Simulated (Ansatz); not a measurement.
# 1T-NiF2 monolayer in a perpendicular field, part 2 of 3

What dipole does a perpendicular field induce in the 1T-NiF2 monolayer, and does the gap follow? A positive field points along +c.

Ansatz 0.2.0; plane-wave DFT, PBE-D3(BJ), Ansatz PAW.

So far. Step 2 (Relaxing the slab): The lattice constant a goes from 2.465 to 3.084 Å.

### Step 3. Atoms held, field 0

A sawtooth potential applies the field, turning back in the middle of the vacuum. With the dipole correction the typed value is the field outside the slab. The induced dipole is small, so the SCF threshold is tight.

The cell differs from the one that the last finished run ended in (c 27.997 → 19.975 Å).

The input, input.yaml:

```yaml
crystal:
  lattice:
    - [3.0836829653, 0.0, 0.0]
    - [-1.5418414826, 2.6705477851, 0.0]
    - [0.0, 0.0, 19.974608758]
  atoms:
    - { symbol: F, position: [0.6666666667, 0.3333333333, 0.4505720292], spin: 0.15 }
    - { symbol: Ni, position: [0.0, 0.0, 0.5], spin: 1.65 }
    - { symbol: F, position: [0.3333333333, 0.6666666667, 0.5494279708], spin: 0.15 }
magnetization:
  spin_polarized: true
kpoints:
  mp_grid: { grid: [24, 24, 1] }
  band_path:
    path: [[0, 0, 0], [0.5, 0, 0], [0.33333333, 0.33333333, 0], [0, 0, 0]]
    npoints: 16
hamiltonian:
  xc: pbe
  dispersion: d3bj
scf:
  occupations: { method: fermi_dirac, width: 0.05 }
  convergence: { dr2_threshold: 1.0e-10 }
efield:
  axis: 3
  dipole_correction: true
  ramp_position: 0.97
  ramp_width: 0.06
  amplitude: 0
output:
  dos: { projected: true, e_range: [-6, 5] }
  bader: true
  write_potential: true
  write_density: true
  volumetric_format: npy
  elf: true
```

The run is started by

```sh
> ansatz run input.yaml --threads 2 --pin off --max-ram 3072MiB --backend cpu --events-out ev --progress --plain --runs-dir out
```

Numbers of over 12 decimals in the logs are rounded to 6 here.

Output:

```text
[...]
Crystal: 3 atoms, lattice volume = 164.493 Å³
Basis set: ecut = 420 eV, 3187 PW (Γ)
Bands: 21, of which v1, the nominal top of the filled ones, is band 16 counted from 1 (15 counted from 0)
Symmetry: 6 space group operations
k-points: 61 of 576 (time reversal used)
[...]
Starting moments: Σ|m| = 1.95 μB on 3 of 3 sites
[...]
SCF iter   1: F=—  HF=-7452.655508 eV  |F-HF|=—  |Δ(HF+E_count)|=         —  Δρ=3.34e-2 (↑2.53e-2 ↓3.34e-2)  dr2=1.51e0  dr2_m=5.38e-1  M=2.000 μB ∫|m|=2.023 μB  β_m=1.00  ethr=3.10e-3  p=0.000 e·Å  D=7.03e-14 V/Å  ΔV_dip=-0.00 eV  dr2_dipole=3.90e-10  V_vac-E_F(+/−)=5.71/5.71 eV  ⟨swp⟩=7.0  Hψ=13474  notcnv=0
[...]
efield: sawtooth ramp at fractional position 0.9700 (set: `efield.ramp_position`, or a place that a band, a saddle search or an elastic batch's reference lends), width 0.0600; the density the first Hamiltonian is built on has a dipole p = 0.000 e·Å; the dipole correction subtracts the counter field D = 7.03e-14 V/Å, which shifts the + side's vacuum level by -0.00 eV against the − side's; the planar-averaged density in the ramp window peaks in size at 6.9e-6 e/Å³
[...]
SCF iter   2: F=—  HF=-7454.238913 eV  |F-HF|=—  |Δ(HF+E_count)|=    1.58e0  Δρ=1.35e-2 (↑1.25e-2 ↓1.35e-2)  dr2=3.39e-1  dr2_m=2.85e-3  M=2.000 μB ∫|m|=2.046 μB  β_m=1.00  ethr=3.10e-3  p=0.000 e·Å  D=8.79e-6 V/Å  ΔV_dip=-0.00 eV  dr2_dipole=3.85e-10  V_vac-E_F(+/−)=5.56/5.56 eV  ⟨swp⟩=2.2  Hψ=5744  notcnv=0  κ⁻¹=1.0e0(r=1)
density mixer auto → broyden: gapped, with few screened modes (density of states about μ 0.72 of a free-electron gas's, 12 screened modes)
SCF iter   3: F=—  HF=-7455.384532 eV  |F-HF|=—  |Δ(HF+E_count)|=    1.15e0  Δρ=7.72e-3 (↑7.72e-3 ↓7.51e-3)  dr2=8.46e-2  dr2_m=7.68e-4  M=2.000 μB ∫|m|=2.049 μB  β_m=1.00  ethr=1.06e-3  p=-0.000 e·Å  D=-3.23e-6 V/Å  ΔV_dip=0.00 eV  dr2_dipole=9.21e-11  V_vac-E_F(+/−)=5.91/5.91 eV  ⟨swp⟩=2.2  Hψ=4389  notcnv=0  κ⁻¹=5.0e-2(r=2)
[...]
SCF iter  15: F=-7456.042851 eV  HF=-7456.042851 eV  |F-HF|=1.55e-11  |Δ(HF+E_count)|=  4.18e-11  Δρ=6.03e-8 (↑4.16e-8 ↓6.03e-8)  dr2=3.18e-12  dr2_m=2.66e-13  M=2.000 μB ∫|m|=2.046 μB  ethr=1.00e-12  p=-0.000 e·Å  D=-2.52e-9 V/Å  ΔV_dip=0.00 eV  dr2_dipole=1.36e-17  V_vac-E_F(+/−)=6.43/6.43 eV  ⟨swp⟩=2.1  Hψ=7516  notcnv=0
SCF 1 converged in 15 iterations: F = -7456.042851 eV  dr2 = 3.18e-12
[...]
this state was not tested for a lower state beside it, because the mixer in use, unlike msr1, does not test its closes by its own steps (another_mixer; see scf.mixing.algorithm and scf.lower_state_search)
NSCF: frozen V_eff on 49 k-points
efield: sawtooth ramp at fractional position 0.9700 (kept from the solve that this one continues, or follows in the run), width 0.0600; the density the first Hamiltonian is built on has a dipole p = -0.000 e·Å; the dipole correction subtracts the counter field D = -2.52e-9 V/Å, which shifts the + side's vacuum level by +0.00 eV against the − side's; the planar-averaged density in the ramp window peaks in size at 1.8e-5 e/Å³
SCF converged after 15 iterations
Magnetization: 2.0000 μB (17.0000 up, 15.0000 down)
Absolute magnetization: 2.0444 μB (∫|ρ↑−ρ↓|, with the PAW one-centre terms)
[...]
Per-site moments (μB) at R_I (Å): [(0.145636, 0.839766), (1.651135, 0.839766), (0.145636, 0.839766)]
Free energy (F): -7456.042851 eV
[...]
Internal energy: -7456.042851 eV  (E = F + TS)
E sigma→0 (E₀):  -7456.042851 eV
Entropy (-TS):   -0.000000 eV (-0.000 meV/atom)
Fermi energy:    -3.600527 eV
Dipole field:    D = 0.000000 V/Å  (p = 0.000000 e·Å, saw-weighted, corrected)
Work function:   Φ+ = 6.4316 eV   Φ− = 6.4318 eV
Levels:          The Fermi level and band energies are counted from a zero that moves with the ramp; work functions are not
[...]
--- Band table (eV; the first three rows and the last of 122) ---
  k-point 0 ↑: bands = [... 12 lower, -6.0712, -6.0712, -5.3020, -4.8148, -4.8148, -0.5414, 1.9298, 2.6894, ... 1 higher]
  k-point 1 ↑: bands = [... 12 lower, -6.0598, -6.0518, -5.3023, -4.8407, -4.8240, -0.4789, 1.9724, 2.7254, ... 1 higher]
  k-point 2 ↑: bands = [... 12 lower, -6.0325, -5.9981, -5.3050, -4.9129, -4.8505, -0.2961, 2.0976, 2.8334, ... 1 higher]
  k-point 60 ↓: bands = [... 12 lower, -4.7821, -4.6002, -4.6002, -2.6481, -2.6481, 5.4179, 7.2613, 7.2613, ... 1 higher]
--- Bader charges: 3 sites ---
  site symbol  charge [e]  shift [e]    m [muB]
     0      F     -0.6787     0.0025     0.1542
     1     Ni      1.3573     0.0049     1.6915
     2      F     -0.6787     0.0025     0.1542
  estimated error of the sums over rays = 2.0e-4 e
```

The job ended after 3.2 min (2 threads of Arm Neoverse N1, shared host; peak memory 0.72 GiB; 3 min of CPU time).

In the SCF lines HF is the Harris–Foulkes energy and dr2 the Hartree energy of the density residual, in eV; the loop may stop once dr2 is under the threshold and the program's other checks hold. Hψ counts applications of the Hamiltonian.

Numbers from this step:

```yaml
dipole_along_the_normal: 2.68e-9 e·Å
gap_along_the_path: 1.537 eV
ionisation_energy_upper_face: 7.181 eV
electron_affinity_upper_face: 5.644 eV
gap_the_smaller_of_path_and_mesh: 1.537 eV
```

Running mean over a fixed 2.5 Å (it still follows the layers) of the planar mean; the ramp of the sawtooth is left out. Table of electron's electrostatic potential energy less the Fermi level by z:

z (Å), electron's electrostatic potential energy less the Fermi level (eV) and a bar from the least value:
```
      3.0       6.43 ##############################
      3.5       6.43 ##############################
      4.0       6.43 ##############################
      4.5       6.43 ##############################
      5.0       6.43 ##############################
      5.5       6.43 ##############################
      6.0       6.43 ##############################
      6.5       6.41 ##############################
      7.0       6.31 ##############################
      7.5       5.41 ############################
      8.0       3.20 #######################
      8.5       0.07 #################
      9.0      -3.68 #########
      9.5      -6.64 ###
     10.0      -7.91 
     10.5      -6.52 ###
     11.0      -3.50 #########
     11.5       0.25 #################
     12.0       3.34 ########################
     12.5       5.49 ############################
     13.0       6.32 ##############################
     13.5       6.42 ##############################
     14.0       6.43 ##############################
     14.5       6.43 ##############################
     15.0       6.43 ##############################
     15.5       6.43 ##############################
     16.0       6.43 ##############################
     16.5       6.43 ##############################
     17.0       6.43 ##############################
```

The density of states has structure finer than the step of the table below, so its rows give means over 0.2 eV, whole bins alone (the curve runs from -6 to 2.77 eV). Peaks (eV: height): total -2.11: 9.33, -1.97: 9.51, -1.70: 9.29, -1.15: 12.1, -1.07: 15.9, -1.01: 16.4, 1.20: 9.73; up -5.37: 5.66, -5.23: 7.30, -2.11: 9.33, -1.97: 9.51, -1.78: 7.61, -1.70: 9.29, -1.42: 5.16; down -4.90: 7.86, -3.82: 7.64, -1.15: 12.1, -1.07: 15.9, -1.01: 16.4, 0.86: 8.74, 1.20: 9.73.

Table of density of states by energy, zero at the Fermi level of the run, which the smearing sets inside the gap; means over each step; values in states/eV a cell:

```tsv
energy (eV)	total	up	down
-5.8	1.22	0.362	0.855
-5.6	2.23	0.824	1.41
-5.4	5.29	2.97	2.32
-5.2	4.67	3.83	0.841
-5.0	4.37	0.997	3.38
-4.8	3.88	1.08	2.81
-4.6	4.42	1.72	2.70
-4.4	2.77	1.09	1.68
-4.2	2.96	1.27	1.69
-4.0	2.20	0.908	1.29
-3.8	1.93	0	1.93
-3.6	0	0	0
-3.4	0	0	0
-3.2	0	0	0
-3.0	0	0	0
-2.8	0	0	0
-2.6	0	0	0
-2.4	3.07	3.07	0
-2.2	5.92	5.92	0
-2.0	4.16	4.16	0
-1.8	4.08	4.08	0
-1.6	3.30	3.30	0
-1.4	3.83	3.67	0.155
-1.2	6.65	0.452	6.20
-1.0	7.25	0	7.25
-0.8	1.71	0	1.71
-0.6	0	0	0
-0.4	0	0	0
-0.2	0	0	0
0.0	0	0	0
0.2	0	0	0
0.4	0	0	0
0.6	0	0	0
0.8	3.73	0	3.73
1.0	2.42	0	2.42
1.2	3.98	0	3.98
1.4	0	0	0
```

Projected DOS per atom over height of the atomic layer and energy from the Fermi level. Layers: F Ni F from below.

Values in states/eV, 22 rows by 3 columns, each cell a mean:
```
0.00 0.00 0.00
0.00 0.00 0.00
0.00 0.00 0.00
0.07 0.56 0.07
0.31 3.03 0.31
0.04 0.52 0.04
0.00 0.00 0.00
0.00 0.00 0.00
0.02 0.31 0.02
0.18 5.35 0.18
0.53 3.04 0.53
0.49 3.18 0.49
0.19 4.72 0.19
0.02 0.49 0.02
0.00 0.00 0.00
0.00 0.00 0.00
0.54 0.02 0.54
1.42 0.11 1.42
1.74 0.32 1.74
1.66 0.45 1.66
2.18 0.89 2.18
0.69 0.32 0.69
```
Columns: height of the atomic layer (Å) from 9 to 11.0; rows upwards: energy from the Fermi level (eV) from -5.96 to 2.77.

Projected DOS per atom, spin up over height of the atomic layer and energy from the Fermi level. Layers: F Ni F from below.

Ten even steps from '_' (0.00 states/eV) to '@' (4.72 states/eV), each cell a mean:
```
______
______
______
______
______
______
______
______
______
______
..--..
..**..
__@@__
__..__
______
______
______
..__..
..__..
..__..
::..::
______
```
Columns: height of the atomic layer (Å) from 9 to 11.0; rows upwards: energy from the Fermi level (eV) from -5.96 to 2.77.

Projected DOS per atom, spin down over height of the atomic layer and energy from the Fermi level. Layers: F Ni F from below.

Ten even steps from '_' (0.00 states/eV) to '@' (5.34 states/eV), each cell a mean:
```
______
______
______
__..__
__++__
______
______
______
______
__@@__
__::__
______
______
______
______
______
..__..
..__..
..__..
::__::
..__..
______
```
Columns: height of the atomic layer (Å) from 9 to 11.0; rows upwards: energy from the Fermi level (eV) from -5.96 to 2.77.

Deep bands are left out, so band numbers here count from the lowest band kept and differ from the log's. Electronic bands along the path, in eV, zero at the Fermi level of the run, which the smearing sets inside the gap; # counts the bands kept:

```tsv
point	up #8	up #9	up #10	up #11	down #8	down #9	down #10	down #11
Γ	-2.47	-1.70	-1.21	-1.21	-1.31	-0.75	1.25	1.25
halfway	-2.11	-1.84	-1.66	-1.41	-1.13	-0.83	0.84	1.21
M	-2.20	-2.03	-1.66	-1.30	-1.07	-1.02	0.81	1.23
halfway	-2.15	-1.99	-1.74	-1.48	-1.05	-1.02	0.86	1.10
K	-2.00	-2.00	-1.71	-1.71	-1.00	-1.00	0.95	0.95
halfway	-2.13	-1.92	-1.75	-1.49	-1.10	-0.89	0.87	1.11
Γ	-2.47	-1.70	-1.21	-1.21	-1.31	-0.75	1.25	1.25
```

Spin density in the ca plane at fractional y = 0.000, with atoms of Ni within 0.2 Å of it.

Ten even steps from '0' (0.0 e/Å³) to '9' (4.3 e/Å³), each cell a mean:
```
00000000000000000000001550000000000000000000
00000000000000000000000000000000000000000000
00000000000000000000000000000000000000000000
00000000000000000000000000000000000000000000
00000000000000000000000000000000000000000000
00000000000000000000000000000000000000000000
00000000000000000000000210000000000000000000
00000000000000000000000980000000000000000000
```
Columns run along c (16.0 Å, from fractional 0.07 to 0.88 of the cell), rows up along a (3.1 Å). Atoms in or near the plane, at fractional coordinates: Ni at (0.50, 0.00).

ELF in the ca plane at fractional y = 0.000, with atoms of Ni within 0.2 Å of it. It is the smooth field of the valence electrons, not physical close to the nuclei.

Ten even steps from '0' (0.00) to '9' (0.62), each cell a mean:
```
00000000000000000000135874210000000000000000
00000000000000000000112432110000000000000000
00000000000000000013541112453100000000000000
00000000000000000136884115885200000000000000
00000000000000000025763113775200000000000000
00000000000000000002221221221000000000000000
00000000000000000000113653100000000000000000
00000000000000000000136996310000000000000000
```
Columns run along c (16.0 Å, from fractional 0.07 to 0.88 of the cell), rows up along a (3.1 Å). Atoms in or near the plane, at fractional coordinates: Ni at (0.50, 0.00).

Electrostatic potential energy in the ca plane at fractional y = 0.000, with atoms of Ni within 0.2 Å of it. With pseudopotentials it is smooth inside the atoms' cores, unlike the true potential.

Ten even steps from '0' (-36 eV) to '9' (3 eV), each cell a mean:
```
99999999999999999999850000689999999999999999
99999999999999999999974114899999999999999999
99999999999999999999988778899999999999999999
99999999999999999999998888999999999999999999
99999999999999999999988888999999999999999999
99999999999999999999986457899999999999999999
99999999999999999999871002799999999999999999
99999999999999999999850000589999999999999999
```
Columns run along c (16.0 Å, from fractional 0.07 to 0.88 of the cell; values clipped at the 3rd and 97th percentile), rows up along a (3.1 Å). Atoms in or near the plane, at fractional coordinates: Ni at (0.50, 0.00).

The gap is 1.54 eV, with the valence edge 7.18 eV and the conduction edge 5.64 eV under the upper vacuum level.

### Step 4. Atoms held, field 0.1 V/Å

input.yaml: that of step 3 with these lines changed.

```diff
@@ -27,6 +27,4 @@
   ramp_width: 0.06
-  amplitude: 0
+  amplitude: 0.1
 output:
-  dos: { projected: true, e_range: [-6, 5] }
-  bader: true
   write_potential: true
@@ -34,2 +32 @@
   volumetric_format: npy
-  elf: true
```

Output:

```text
[...]
Crystal: 3 atoms, lattice volume = 164.493 Å³
Basis set: ecut = 420 eV, 3187 PW (Γ)
Bands: 21, of which v1, the nominal top of the filled ones, is band 16 counted from 1 (15 counted from 0)
Symmetry: 6 space group operations
k-points: 61 of 576 (time reversal used)
[...]
Starting moments: Σ|m| = 1.95 μB on 3 of 3 sites
[...]
k-point 1 ↑: bands = [... 12 lower, -6.0600, -6.0519, -5.3025, -4.8408, -4.8242, -0.4808, 1.9298, 2.5607, ... 1 higher]
  k-point 2 ↑: bands = [... 12 lower, -6.0327, -5.9983, -5.3052, -4.9130, -4.8506, -0.2981, 2.0527, 2.6739, ... 1 higher]
  k-point 60 ↓: bands = [... 12 lower, -4.7822, -4.6011, -4.5995, -2.6483, -2.6482, 5.4171, 7.2378, 7.2799, ... 1 higher]
[key lines of the parts left out:]
SCF converged after 15 iterations
Magnetization: 2.0000 μB (17.0000 up, 15.0000 down)
Free energy (F): -7456.043411 eV
Fermi energy:    -3.600688 eV
Dipole field:    D = 0.012316 V/Å  (p = 0.011196 e·Å, saw-weighted, corrected)
```

The job ended after 2.9 min (2 threads; peak memory 0.72 GiB).

The dipole is 0.0112 e·Å, and the gap 1.537 eV.

### Step 5. Atoms held, field -0.1 V/Å

input.yaml: that of step 4 with these lines changed.

```diff
@@ -27,3 +27,3 @@
   ramp_width: 0.06
-  amplitude: 0.1
+  amplitude: -0.1
 output:
```

Output:

```text
[...]
Crystal: 3 atoms, lattice volume = 164.493 Å³
Basis set: ecut = 420 eV, 3187 PW (Γ)
Bands: 21, of which v1, the nominal top of the filled ones, is band 16 counted from 1 (15 counted from 0)
Symmetry: 6 space group operations
k-points: 61 of 576 (time reversal used)
[...]
Starting moments: Σ|m| = 1.95 μB on 3 of 3 sites
[...]
k-point 1 ↑: bands = [... 12 lower, -6.0600, -6.0519, -5.3025, -4.8408, -4.8242, -0.4808, 1.9298, 2.5607, ... 1 higher]
  k-point 2 ↑: bands = [... 12 lower, -6.0327, -5.9983, -5.3052, -4.9130, -4.8506, -0.2981, 2.0527, 2.6739, ... 1 higher]
  k-point 60 ↓: bands = [... 12 lower, -4.7822, -4.6011, -4.5995, -2.6483, -2.6482, 5.4171, 7.2378, 7.2799, ... 1 higher]
[key lines of the parts left out:]
SCF converged after 15 iterations
Magnetization: 2.0000 μB (17.0000 up, 15.0000 down)
Free energy (F): -7456.043411 eV
Fermi energy:    -3.600688 eV
Dipole field:    D = -0.012316 V/Å  (p = -0.011196 e·Å, saw-weighted, corrected)
```

Run time: 2.9 min. Hardware: 2 threads; peak memory 0.72 GiB; 2.5 min of CPU time.

The dipole is -0.0112 e·Å, and the gap 1.537 eV.

### Step 6. Single point, field 0.2 V/Å

input.yaml: that of step 5 with these lines changed.

```diff
@@ -27,3 +27,3 @@
   ramp_width: 0.06
-  amplitude: -0.1
+  amplitude: 0.2
 output:
```

Output:

```text
[...]
Crystal: 3 atoms, lattice volume = 164.493 Å³
Basis set: ecut = 420 eV, 3187 PW (Γ)
Bands: 21, of which v1, the nominal top of the filled ones, is band 16 counted from 1 (15 counted from 0)
Symmetry: 6 space group operations
k-points: 61 of 576 (time reversal used)
[...]
Starting moments: Σ|m| = 1.95 μB on 3 of 3 sites
[...]
k-point 1 ↑: bands = [... 12 lower, -6.0605, -6.0524, -5.3029, -4.8411, -4.8245, -0.4867, 1.7655, 2.2619, ... 1 higher]
  k-point 2 ↑: bands = [... 12 lower, -6.0331, -5.9988, -5.3056, -4.9134, -4.8510, -0.3041, 1.8817, 2.3819, ... 1 higher]
  k-point 60 ↓: bands = [... 12 lower, -4.7827, -4.6023, -4.5992, -2.6489, -2.6487, 5.4146, 7.2087, 7.2933, ... 1 higher]
[key lines of the parts left out:]
SCF converged after 15 iterations
Magnetization: 2.0000 μB (17.0000 up, 15.0000 down)
Free energy (F): -7456.045090 eV
Fermi energy:    -3.601169 eV
Dipole field:    D = 0.024636 V/Å  (p = 0.022395 e·Å, saw-weighted, corrected)
```

Run time: 2.7 min. Hardware: 2 threads; peak memory 0.71 GiB.

The dipole is 0.0224 e·Å, and the gap 1.537 eV.

### Step 7. Single point, field -0.2 V/Å

input.yaml: that of step 6 with these lines changed.

```diff
@@ -27,3 +27,3 @@
   ramp_width: 0.06
-  amplitude: 0.2
+  amplitude: -0.2
 output:
```

Output:

```text
[...]
Crystal: 3 atoms, lattice volume = 164.493 Å³
Basis set: ecut = 420 eV, 3187 PW (Γ)
Bands: 21, of which v1, the nominal top of the filled ones, is band 16 counted from 1 (15 counted from 0)
Symmetry: 6 space group operations
k-points: 61 of 576 (time reversal used)
[...]
Starting moments: Σ|m| = 1.95 μB on 3 of 3 sites
[...]
k-point 1 ↑: bands = [... 12 lower, -6.0605, -6.0524, -5.3029, -4.8411, -4.8245, -0.4867, 1.7655, 2.2619, ... 1 higher]
  k-point 2 ↑: bands = [... 12 lower, -6.0331, -5.9988, -5.3056, -4.9134, -4.8510, -0.3041, 1.8817, 2.3819, ... 1 higher]
  k-point 60 ↓: bands = [... 12 lower, -4.7827, -4.6023, -4.5992, -2.6489, -2.6487, 5.4146, 7.2087, 7.2933, ... 1 higher]
[key lines of the parts left out:]
SCF converged after 15 iterations
Magnetization: 2.0000 μB (17.0000 up, 15.0000 down)
Free energy (F): -7456.045090 eV
Fermi energy:    -3.601169 eV
Dipole field:    D = -0.024636 V/Å  (p = -0.022395 e·Å, saw-weighted, corrected)
```

The job ended after 2.5 min (2 threads; peak memory 0.72 GiB).

The dipole is -0.0224 e·Å, and the gap 1.537 eV.

### Step 8. Single point, field 0.35 V/Å

input.yaml: that of step 7 with these lines changed.

```diff
@@ -27,4 +27,6 @@
   ramp_width: 0.06
-  amplitude: -0.2
+  amplitude: 0.35
 output:
+  dos: { projected: true, e_range: [-6, 5] }
+  bader: true
   write_potential: true
@@ -32 +34,2 @@
   volumetric_format: npy
+  elf: true
```

Output:

```text
[...]
Crystal: 3 atoms, lattice volume = 164.493 Å³
Basis set: ecut = 420 eV, 3187 PW (Γ)
Bands: 21, of which v1, the nominal top of the filled ones, is band 16 counted from 1 (15 counted from 0)
Symmetry: 6 space group operations
k-points: 61 of 576 (time reversal used)
[...]
Starting moments: Σ|m| = 1.95 μB on 3 of 3 sites
[...]
k-point 60 ↓: bands = [... 12 lower, -4.7840, -4.6047, -4.5993, -2.6503, -2.6500, 5.4078, 7.1515, 7.2614, ... 1 higher]
--- Bader charges: 3 sites ---
  site symbol  charge [e]  shift [e]    m [muB]
     0      F     -0.6862     0.0025     0.1505
     1     Ni      1.3573     0.0049     1.6914
     2      F     -0.6711     0.0025     0.1581
  estimated error of the sums over rays = 2.1e-4 e
[key lines of the parts left out:]
SCF converged after 15 iterations
Magnetization: 2.0000 μB (17.0000 up, 15.0000 down)
Free energy (F): -7456.049710 eV
Fermi energy:    -3.602498 eV
Dipole field:    D = 0.043123 V/Å  (p = 0.039201 e·Å, saw-weighted, corrected)
```

It took 2.9 min on 2 threads; peak memory 0.71 GiB; 3.1 min of CPU time.

The dipole is 0.0392 e·Å, and the gap 1.537 eV.

[end of part 2 of 3]

[Logs are printed without paths, hosts, clocks, repeated set-up lines and the standing remarks that a program may print on its own settings, such as how far it seeks lower states.]

[Hosts, paths, dates, database ids (printed as entryN), source tags and the programs' standing remarks are cut or masked in the printed files.]

[Maps of the electrostatic potential energy from Ansatz leave out the sawtooth potential of an applied field or a dipole correction, so their vacuum need not be flat; planar profiles and work functions include it.]
